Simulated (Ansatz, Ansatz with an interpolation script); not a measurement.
# CsPbBr3 (Pm-3m): what limits a Wannier interpolation of GW, part 2 of 2

Wanted: errors and cost of interpolated bands of CsPbBr3 (Pm-3m) under coarser or faulty settings.

Ansatz 0.2.0; maximally localised Wannier functions, PBE, plane waves, PAW. Known limits of the many-body steps: not at the basis limit; no spin-orbit coupling; coarse k mesh.

So far. Step 6 (G0W0: 2×2×2 mesh, 1454 empty bands, screening to 210 eV): The G0W0 gap on the mesh is 2.786 eV.

### Step 7. G0W0: 8×8×8 mesh, 514 empty bands, screening to 105 eV

Level of this step: G0W0 on PBE, plane waves, PAW (Ansatz).

Input file input.yaml:

```yaml
crystal:
  lattice:
    - [5.94863082, 0.0, 0.0]
    - [0.0, 5.94863082, 0.0]
    - [0.0, 0.0, 5.94863082]
  atoms:
    - { symbol: Cs, position: [0.0, 0.0, 0.0] }
    - { symbol: Pb, position: [0.5, 0.5, 0.5] }
    - { symbol: Br, position: [0.5, 0.5, 0.0] }
    - { symbol: Br, position: [0.5, 0.0, 0.5] }
    - { symbol: Br, position: [0.0, 0.5, 0.5] }
kpoints:
  mp_grid: { grid: [8, 8, 8] }
hamiltonian:
  xc: pbe
scf:
  occupations: { method: fixed }
gw:
  n_empty_bands: 514
  ecut_chi: 105
  qp_bands: [v9, c3]
  screening: { model: contour_deformation }
```

On the command line:

```sh
> ansatz run input.yaml --threads 16 --pin off --max-ram 64512MiB --backend cuda --events-out ev --progress --plain --runs-dir out --devices 1 --max-vram 78GiB
```

Numbers of over 12 decimals in the logs are rounded to 6 here.

What it wrote:

```text
GPUs: using 1 of 1 available (devices: 1).
[...]
Crystal: 5 atoms, lattice volume = 210.499 Å³
Basis set: ecut = 420 eV, 4067 PW (Γ)
Bands: 27, of which v1, the nominal top of the filled ones, is band 22 counted from 1 (21 counted from 0)
Symmetry: 48 space group operations
[...]
k-points: 35 of 512
[...]
30    24      5.2333    -8.5444    -3.1438   -12.0682  0.7928     5.6157     5.6133  root
[...]
34    22      3.2873   -18.9971     0.7422   -17.6162  0.7778     2.6423     2.6486  root
    34    23      4.9729    -8.0799    -3.1112   -11.5504  0.7971     5.3342     5.3322  root
    34    24      4.9729    -8.0799    -3.1112   -11.5504  0.7971     5.3342     5.3322  root
    34    25      4.9729    -8.0799    -3.1112   -11.5504  0.7971     5.3342     5.3322  root
[key lines of the parts left out:]
SCF converged after 6 iterations
Free energy (F): -25933.268870 eV
Fermi energy:    3.287254 eV
```

It took 2.7 min on 1 × NVIDIA GB200 (shared by 2 runs) with 16 threads of Arm Neoverse V2, shared host; peak memory 3.8 GiB; 7.8 min of CPU time.

The G0W0 gap on the mesh is 2.684 eV.

### Step 8. G0W0: 4×4×4 mesh, 676 empty bands, screening to 126 eV

Edit input.yaml of step 7 so:

```diff
@@ -12,3 +12,3 @@
 kpoints:
-  mp_grid: { grid: [8, 8, 8] }
+  mp_grid: { grid: [4, 4, 4] }
 hamiltonian:
@@ -18,4 +18,4 @@
 gw:
-  n_empty_bands: 514
-  ecut_chi: 105
+  n_empty_bands: 676
+  ecut_chi: 126
   qp_bands: [v9, c3]
```

What it wrote:

```text
GPUs: using 1 of 1 available (devices: 1).
[...]
Crystal: 5 atoms, lattice volume = 210.499 Å³
Basis set: ecut = 420 eV, 4067 PW (Γ)
Bands: 27, of which v1, the nominal top of the filled ones, is band 22 counted from 1 (21 counted from 0)
Symmetry: 48 space group operations
[...]
k-points: 10 of 64
[...]
5    24      5.4789    -8.7835    -3.3388   -12.4704  0.7835     5.8295     5.8271  root
[...]
9    22      3.2878   -19.1806     0.8098   -17.6129  0.7709     2.5180     2.5300  root
     9    23      4.9669    -7.9861    -3.2527   -11.5499  0.7910     5.2798     5.2779  root
     9    24      4.9669    -7.9861    -3.2527   -11.5499  0.7910     5.2798     5.2779  root
     9    25      4.9669    -7.9861    -3.2527   -11.5499  0.7910     5.2798     5.2779  root
[key lines of the parts left out:]
SCF converged after 6 iterations
Free energy (F): -25933.239952 eV
Fermi energy:    3.287773 eV
```

Elapsed: 12 s, on 1 × NVIDIA GB200 (shared by 2 runs) with 16 threads; peak memory 2.2 GiB; 40 s of CPU time.

The G0W0 gap on the mesh is 2.748 eV.

### Step 9. G0W0: 4×4×4 mesh, 1454 empty bands, screening to 210 eV, plasmon pole

Edit input.yaml of step 8 so:

```diff
@@ -18,5 +18,5 @@
 gw:
-  n_empty_bands: 676
-  ecut_chi: 126
+  n_empty_bands: 1454
+  ecut_chi: 210.0
   qp_bands: [v9, c3]
-  screening: { model: contour_deformation }
+  screening: { model: godby_needs }
```

What it wrote:

```text
GPUs: using 1 of 1 available (devices: 1).
[...]
Crystal: 5 atoms, lattice volume = 210.499 Å³
Basis set: ecut = 420 eV, 4067 PW (Γ)
Bands: 27, of which v1, the nominal top of the filled ones, is band 22 counted from 1 (21 counted from 0)
Symmetry: 48 space group operations
[...]
k-points: 10 of 64
[...]
5    24      5.4789    -8.7835    -3.3606   -12.4704  0.8066     5.8061     5.8053  root
[...]
9    22      3.2878   -19.1806     0.7366   -17.6129  0.7890     2.4519     2.4567  root
     9    23      4.9669    -7.9861    -3.2740   -11.5499  0.8119     5.2572     5.2566  root
     9    24      4.9669    -7.9861    -3.2740   -11.5499  0.8119     5.2572     5.2566  root
     9    25      4.9669    -7.9861    -3.2740   -11.5499  0.8119     5.2572     5.2566  root
[key lines of the parts left out:]
SCF converged after 6 iterations
Free energy (F): -25933.239952 eV
Fermi energy:    3.287773 eV
```

It took 1.9 min on 1 × NVIDIA GB200 (shared by 2 runs) with 16 threads; peak memory 16 GiB.

The G0W0 gap on the mesh is 2.800 eV.

### Step 10. Interpolated results

Times are wall times on 1 × NVIDIA GB200 (shared by 2 runs) with 16 threads of Arm Neoverse V2, shared host, good to a factor of about two.

```tsv
GW mesh	empty bands	cutoff (eV)	frequency	gap on mesh (eV)	gap over zone (eV)	direct gap (eV)	valence width (eV)	GW time
4×4×4	1454	210	contour deformation	2.904	2.905	2.905	4.142	79 s
2×2×2	1454	210	contour deformation	2.786	2.852	2.852	4.054	9.3 s
8×8×8	514	105	contour deformation	2.684	2.677	2.677	4.346	2.7 min
4×4×4	676	126	contour deformation	2.748	2.748	2.748	4.284	12 s
4×4×4	1454	210	plasmon pole	2.800	2.800	2.800	4.423	1.9 min
```

### Step 11. Summary of results

```
4×4×4 mesh, 1454 empty bands, screening to 210 eV               : 2.90 eV
2×2×2 mesh, 1454 empty bands, screening to 210 eV               : 2.85 eV
8×8×8 mesh, 514 empty bands, screening to 105 eV                : 2.68 eV
4×4×4 mesh, 676 empty bands, screening to 126 eV                : 2.75 eV
4×4×4 mesh, 1454 empty bands, screening to 210 eV, plasmon pole : 2.80 eV
```

What this shows: The largest change, −0.23 eV in the gap over the zone, comes with 8×8×8 mesh, 514 empty bands, screening to 105 eV. The first run is a reference, not a converged one, and where a row moves several settings no single cause can be named. Rows on another GW mesh add that mesh's corrections to the bands of the one model. Coarser Wannier mesh (4×4×4): the miss near the gap goes from 5 (the model on 8×8×8) to 15 meV and the total spread from 37.9 to 35.2 Å². With 2×2×2 mesh, 1454 empty bands, screening to 210 eV the gap over the zone moves by −0.05 eV and that on the mesh by −0.12 eV. With 8×8×8 mesh, 514 empty bands, screening to 105 eV the gap over the zone moves by −0.23 eV and that on the mesh by −0.22 eV. With 4×4×4 mesh, 676 empty bands, screening to 126 eV the gap over the zone moves by −0.16 eV and that on the mesh by −0.16 eV. With 4×4×4 mesh, 1454 empty bands, screening to 210 eV, plasmon pole the gap over the zone moves by −0.10 eV and that on the mesh by −0.10 eV. Gaps over the zone and on the mesh differ where an edge lies off the mesh, or where a GW run starts from another density: the starting gap over the zone is 1.679 eV, on the GW meshes it is 1.679 eV, 1.613 eV and 1.686 eV. Where an edge is built on 6p states of lead, bismuth or thallium, scalar-relativistic gaps usually stand too wide, by a few tenths to over one eV. This is the ideal cubic cell; many perovskites, halides above all, are cubic only on average, and local tilts or off-centring can widen the gap. The many-body steps are scalar-relativistic: spin-orbit coupling is not in them.

[Paths, hosts, dates, memory and timing lines, banners, echoed tables and standing remarks are left out of the program output.]

[Logs are printed without paths, hosts, clocks, repeated set-up lines and the standing remarks that a program may print on its own settings, such as how far it seeks lower states.]

[Runs of the session that timed out or met a known fault of the program may be left out.]

[Hosts, paths, dates, database ids (printed as entryN), source tags and the programs' standing remarks are cut or masked in the printed files.]
